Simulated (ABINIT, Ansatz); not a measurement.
Records of electronic-structure calculations.

### GaN (P6_3mc): G0W0 with ABINIT, start to end

Symmetry: P6_3mc, No. 186, hexagonal system. The conventional cell has a = 3.180 Å, b = 3.180 Å, c = 5.166 Å, α = 90.00°, β = 90.00°, γ = 120.00°. Nearest to Ga lie 4 N at 1.94 to 1.95 Å. Nearest to N lie 4 Ga at 1.94 to 1.95 Å. Farther neighbours, and contacts between anions beyond the nearest, are not listed.

* method: RPA screening on PBE, plane waves, norm-conserving pseudopotentials (and 2 further levels or steps)
* program: ABINIT 10.8.3
* settings: cutoff 45 Ha, PseudoDojo scalar-relativistic 0.4 stringent, norm-conserving, ngkpt (6, 6, 4), nband 144, ecuteps 6.5 Ha, inclvkb 2, shiftk (0, 0, 0), symchi 1, awtr 1, frequency ppm, 6×6×4 k-mesh
* cost: 5 runs, 34 min in all on 4 MPI ranks of Intel Xeon Platinum 8259CL at 2.50GHz (Skylake/Cascade Lake), shared host
* notes: The database entry behind the starting cell differs from other determinations of this structure. The program’s warnings: nkpt*nsppol () is not a multiple of nproc spkpt (). The cell and positions come from the Crystallography Open Database and are kept as given unless a step says otherwise. Limits: no spin-orbit coupling.
* PBE gap: 1.99 eV, direct
* G0W0 gap on the mesh: 2.87 eV
* GW settings: 6×6×4 mesh, 144 bands, screening to 176.9 eV, Godby-Needs plasmon pole
* known limits: short of the basis limit; no spin-orbit coupling

G0W0 moves the gap on the mesh from 1.99 eV to 2.87 eV (+0.87 eV), with Z of 0.80 and 0.83 at the edges. Local fields lower the RPA ε∞ on this mesh from 6.21 to 5.77.

[Paths, hosts, dates, memory and timing lines, banners, echoed tables and standing remarks are left out of the program output; an Ansatz launch command may be rebuilt from the run's recorded settings. Measured values are a selection of at most five: reports struck by readers or far from the other reports are left out. None is set beside runs whose start may be inverted or whose files or cutoffs have a known fault.]

[Runs of the session that timed out or met a known fault of the program may be left out.]

[Hosts, paths, dates, database ids (printed as entryN), source tags and the programs' standing remarks are cut or masked in the printed files.]

[G0W0 gaps are taken among the corrected bands and points alone; a level outside them can change the order at an edge.]

[Where Ansatz stands beside ABINIT at settings called matched, ABINIT's density can come from a denser mesh and the files from another edition; pairs whose starting gaps differed by over 0.03 eV were left out, so agreement reads better than it is.]
